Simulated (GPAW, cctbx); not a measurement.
## By hand: from a DFT structure factor to an extinction distance in TlSnBi

TlSnBi, P-6m2 (no. 187), a = 5.7964 Å, b = 5.7964 Å, c = 3.2073 Å, α = 90.00°, β = 90.00°, γ = 120.00°.

| atom | mult. | x | y | z |
| --- | --- | --- | --- | --- |
| Bi1 | 1 | 0 | 0 | 0 |
| Tl1 | 1 | 1/3 | 2/3 | 1/2 |
| Sn1 | 1 | 2/3 | 1/3 | 1/2 |

The cell comes from substitution in a known structure type and wasn't matched to any measured phase.

A DFT run (GPAW, PBE, 450 eV, 7×5×5 k-points (along the axes of the calculation cell), Fermi–Dirac width 0.1 eV) gives the static X-ray structure factor of 001 as 41.472 e for the conventional cell; superposed free atoms give 41.545 e. **Problem.** Find the Fourier component V of the crystal potential and the two-beam extinction distance at 80 kV in both cases.

## Step 1: Geometry

The cell volume is Ω = 93.32 Å³ and d(001) = 3.2073 Å, so g = 1/d = 0.3118 Å⁻¹.

## Step 2: The nuclei

Electrons feel nuclei as well as electrons, so the nuclear charges are summed with the same phases.

Phase sums Σ exp(2πi h·x), turned so that the total is real and positive: Bi -1.000, Tl +1.000, Sn +1.000. Then F_Z = 83 × (-1.000) + 81 × (+1.000) + 50 × (+1.000) = 48.00 e. The electron term has the same sign for this reflection.

## Step 3: Mott–Bethe

Poisson's equation, term by term, gives V = (e/4πε₀)(F_Z − F)/(πΩg²), with e/4πε₀ = 14.3996 V Å.

The prefactor is 14.3996 × 3.2073²/(π × 93.32) = 0.50523 V per electron. Free atoms: (48.00 − 41.545) × 0.50523 = 3.261 V. Crystal: (48.00 − 41.472) × 0.50523 = 3.298 V. F changes by -0.18 % and V by +1.1 %: the same 0.07 e is measured against F_Z − F = 6.5 e in place of F = 41.5 e.

## Step 4: Extinction distance

In the two-beam case ξ = 1/(λU) with U = 2γm₀eV/h², that is ξ = 150.41 V Å²/(γλV).

At 80 kV, λ = 0.04176 Å and γ = 1.1566. Free atoms: ξ = 955 Å. Crystal: ξ = 944 Å. The thickness fringes go as sin²(πt/ξ), so the two patterns slip by a quarter of a period when t|1/ξ₁ − 1/ξ₀| = 1/4, at t ≈ 2111 nm, thicker than usual samples. Thermal motion, absorption and many-beam coupling, left out here, change a real pattern.

## Step 5: Answer

V(001) is 3.30 V against 3.26 V, and ξ is 944 against 955 Å. Limits: static atoms, two beams.
